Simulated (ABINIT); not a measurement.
# Beyond one shot: Au2S (Pn-3m), part 3 of 3

Wanted: G0W0 and self-consistent gaps of Au2S (Pn-3m), with the cost of the cycles.

ABINIT 10.8.3; LDA and many-body steps on it, plane waves. Known limits of the many-body steps: not at the basis limit; d shell near the gap, gap tends to lie low; no spin-orbit coupling; coarse k mesh.

So far. Step 10 (evGW, cycle 1): Against G0W0 in ABINIT (2×2×2 mesh, 222 bands, screening to 130.6 eV, Godby-Needs plasmon pole), the gap moves by +0.249 eV. Step 13 (evGW, cycle 2): Against the cycle before, the gap moves by +0.022 eV.

**15. Screening, 2×2×2 mesh, 222 bands, screening to 130.6 eV**

This step: RPA screening on LDA from quasiparticle energies, plane waves, norm-conserving pseudopotentials.

Contents of run.abi:

```
acell 3*1.0 Angstrom
rprim 
  5.273982180000 0.000000000000 0.000000000000
  0.000000000000 5.273982180000 0.000000000000
  0.000000000000 0.000000000000 5.273982180000
ntypat 2
znucl 16 79
natom 6
typat 1 1 2 2 2 2
xred 
  -0.000000000000 0.000000000000 -0.000000000000
  0.500000000000 0.500000000000 0.500000000000
  0.250000000000 0.250000000000 0.750000000000
  0.750000000000 0.250000000000 0.250000000000
  0.250000000000 0.750000000000 0.250000000000
  0.750000000000 0.750000000000 0.750000000000
pp_dirpath "pseudos"
pseudos "S.upf, Au.upf"
ecut 28
ngkpt 2 2 2
nshiftk 1
shiftk 0 0 0
kptopt 1
chksymbreak 0
istwfk *1
occopt 1
irdwfk 1
optdriver 3
nband 222
ecuteps 4.8
inclvkb 2
awtr 1
symchi 1
irdqps 1
gwcalctyp 10
nqptdm 3
qptdm 
  0.5000000000 0.0000000000 0.0000000000
  0.5000000000 0.5000000000 0.0000000000
  0.5000000000 0.5000000000 0.5000000000
indata_prefix "in"
outdata_prefix "out"
tmpdata_prefix "tmp"
```

Contents of mrgscr.stdin:

```
2
merged
q0_SCR
out_SCR
1
```

The run is started by

```sh
$ OMP_NUM_THREADS=1 mpirun -n 8 abinit run.abi > log; mrgscr < mrgscr.stdin
```

Numbers of over 12 decimals in the logs are rounded to 6 here.

What it wrote:

```text
.Version 10.8.3 of ABINIT. v10.8.2 released Aug 2026.

 Symmetries : space group Pn -3 m (#224); Bravais cP (primitive cubic)
[... echo of the input left out ...]
== DATASET  1 ==================================================================
-   mpi_nproc: 8, omp_nthreads: 1 (-1 if OMP is not activated)

--- !DatasetInfo
iteration_state: {dtset: 1, }
dimensions: {natom: 6, nkpt: 4, mband: 222, nsppol: 1, nspinor: 1, nspden: 1, mpw: 7088, }
cutoff_energies: {ecut:  28.0, pawecutdg:  -1.0, }
[...]
q-point number  1        q = ( 0.500000, 0.000000, 0.000000) [r.l.u.]
--------------------------------------------------------------------------------
[... chi0 elements left out ...]
  Average fulfillment of the sum rule on Im[epsilon] for q-point    2 :     75.99  [%]

--------------------------------------------------------------------------------
  q-point number  2        q = ( 0.500000, 0.500000, 0.000000) [r.l.u.]
--------------------------------------------------------------------------------
[... chi0 elements left out ...]
  Average fulfillment of the sum rule on Im[epsilon] for q-point    3 :     73.26  [%]

 [... 1 further q-points ...]
```

It took 14 s on 8 MPI ranks of Intel Xeon Platinum 8488C (Sapphire Rapids), shared host; peak memory 2.5 GiB.

Numbers from this step:

```yaml
plasma_frequency: 28.76 eV
plane_waves_in_the_screening_matrix: 485
```

This screening reads the quasiparticle levels of the cycle before.

**16. evGW, cycle 3**

This step: evGW on LDA, plane waves, norm-conserving pseudopotentials.

run.abi, as its differences from that of step 15:

```diff
@@ -27,12 +27,10 @@
 irdwfk 1
-optdriver 3
+optdriver 4
 nband 222
-ecuteps 4.8
-inclvkb 2
-awtr 1
-symchi 1
-irdqps 1
 gwcalctyp 10
-nqptdm 3
-qptdm 
+ecutsigx 28
+symsigma 1
+nkptgw 4
+kptgw 
+  0.0000000000 0.0000000000 0.0000000000
   0.5000000000 0.0000000000 0.0000000000
@@ -40,2 +38,11 @@
   0.5000000000 0.5000000000 0.5000000000
+bdgw 
+  19 60
+  19 60
+  19 60
+  19 60
+ecuteps 4.8
+irdscr 1
+ppmodel 1
+irdqps 1
 indata_prefix "in"
```

The run is started by

```sh
$ OMP_NUM_THREADS=1 mpirun -n 8 abinit run.abi > log
```

What it wrote:

```text
.Version 10.8.3 of ABINIT. v10.8.2 released Aug 2026.

 Symmetries : space group Pn -3 m (#224); Bravais cP (primitive cubic)
[... echo of the input left out ...]
== DATASET  1 ==================================================================
-   mpi_nproc: 8, omp_nthreads: 1 (-1 if OMP is not activated)

--- !DatasetInfo
iteration_state: {dtset: 1, }
dimensions: {natom: 6, nkpt: 4, mband: 222, nsppol: 1, nspinor: 1, nspden: 1, mpw: 7088, }
cutoff_energies: {ecut:  28.0, pawecutdg:  -1.0, }
[...]
.  kptgw no:  2; Maximum DeltaE = (  -0.002   0.000) for band index: 39
.  kptgw no:  3; Maximum DeltaE = (  -0.002   0.000) for band index:  1
.  kptgw no:  4; Maximum DeltaE = (   0.001   0.000) for band index:  4

== END DATASET(S) ==============================================================
================================================================================

 -outvars: echo values of variables after computation  --------
           etotal      0.0000000000E+00
            nband         222
             nkpt           4
          spgroup         224
 [... the other variables as echoed above ...]

 Calculation completed.
```

Run time: 3.2 min. Hardware: 8 MPI ranks; peak memory 4.8 GiB.

Numbers from this step:

| Quantity | Value |
| --- | --- |
| quasiparticle gap on the mesh | 2.787 eV |
| gap of the density functional on the mesh | 1.989 eV |
| k of the valence top | 0, 0, 0 |
| k of the conduction bottom | 0, 0, 0 |
| least direct quasiparticle gap on the computed points | 2.787 eV |

Against the cycle before, the gap moves by +0.003 eV.

**17. The runs together**

Times are wall times on 8 MPI ranks of Intel Xeon Platinum 8488C (Sapphire Rapids), shared host, good to a factor of about two. A run's time includes the screening step that it read.

| run | mesh | bands | screening cutoff (eV) | DFT gap (eV) | gap on the mesh (eV) | direct (eV) | ε∞ used | time |
| --- | --- | --- | --- | --- | --- | --- | --- | --- |
| G0W0 | 2×2×2 | 222 | 130.6 | 1.989 | 2.513 | 2.513 | 10.91 | 54 s |
| evGW0, cycle 1 | 2×2×2 | 222 | 130.6 | 1.989 | 2.623 | 2.623 | 10.91 | 4 min |
| evGW0, cycle 2 | 2×2×2 | 222 | 130.6 | 1.989 | 2.582 | 2.582 | 10.91 | 4 min |
| evGW0, cycle 3 | 2×2×2 | 222 | 130.6 | 1.989 | 2.584 | 2.584 | 10.91 | 4 min |
| evGW, cycle 1 | 2×2×2 | 222 | 130.6 | 1.989 | 2.762 | 2.762 | 9.02 | 4 min |
| evGW, cycle 2 | 2×2×2 | 222 | 130.6 | 1.989 | 2.784 | 2.784 | 8.70 | 4 min |
| evGW, cycle 3 | 2×2×2 | 222 | 130.6 | 1.989 | 2.787 | 2.787 | 8.67 | 4 min |

**18. What came out**

* G0W0: 2.513 eV
* evGW0, cycle 1: 2.623 eV
* evGW0, cycle 2: 2.582 eV
* evGW0, cycle 3: 2.584 eV
* evGW, cycle 1: 2.762 eV
* evGW, cycle 2: 2.784 eV
* evGW, cycle 3: 2.787 eV
* known limits: not at the basis limit; d shell near the gap, gap tends to lie low; no spin-orbit coupling; coarse k mesh

**Reading.** Only the bands that the input lists are updated; the others, empty or deep, keep the functional's energies or take a rigid shift. The evGW loop starts from the last levels of evGW0, so its cycles and time come on top of those. evGW0 ends at 2.58 eV, +0.07 eV from G0W0, after 3 cycles that took 9.7 min beside the first screening; the last moved the gap by 0.002 eV. evGW ends at 2.79 eV, +0.27 eV from G0W0, after 3 cycles that took 12 min beside the first screening; the last moved the gap by 0.003 eV. The first cycle of evGW0 takes the full correction, without the factor Z, so it overshoots the one-shot value. Bands and cutoff are finite, so the gap is not at the basis limit. The miss can reach some tenths of an eV and take either sign; the mesh is an error of its own. The 2×2×2 mesh is coarse for this cell, which bears on the long-range parts of exchange and screening. In the updated screening the q = 0 part is built from Kohn-Sham bands under a rigid shift, the other q from the quasiparticle levels. A d shell, filled or nearly so, lies near the gap. One-shot GW converges very slowly in bands there, not always from below, and on a semilocal start the gap tends to come out low; starts rich in exact exchange can overshoot instead. The many-body steps are scalar-relativistic: spin-orbit coupling is not in them.

[Paths, hosts, dates, memory and timing lines, banners, echoed tables and standing remarks are left out of the program output.]

[Logs are printed without paths, hosts, clocks, repeated set-up lines and the standing remarks that a program may print on its own settings, such as how far it seeks lower states.]

[Runs of the session that timed out or met a known fault of the program may be left out.]

[Hosts, paths, dates, database ids (printed as entryN), source tags and the programs' standing remarks are cut or masked in the printed files.]

[G0W0 gaps are taken among the corrected bands and points alone; a level outside them can change the order at an edge.]

[Where Ansatz stands beside ABINIT at settings called matched, ABINIT's density can come from a denser mesh and the files from another edition; pairs whose starting gaps differed by over 0.03 eV were left out, so agreement reads better than it is.]
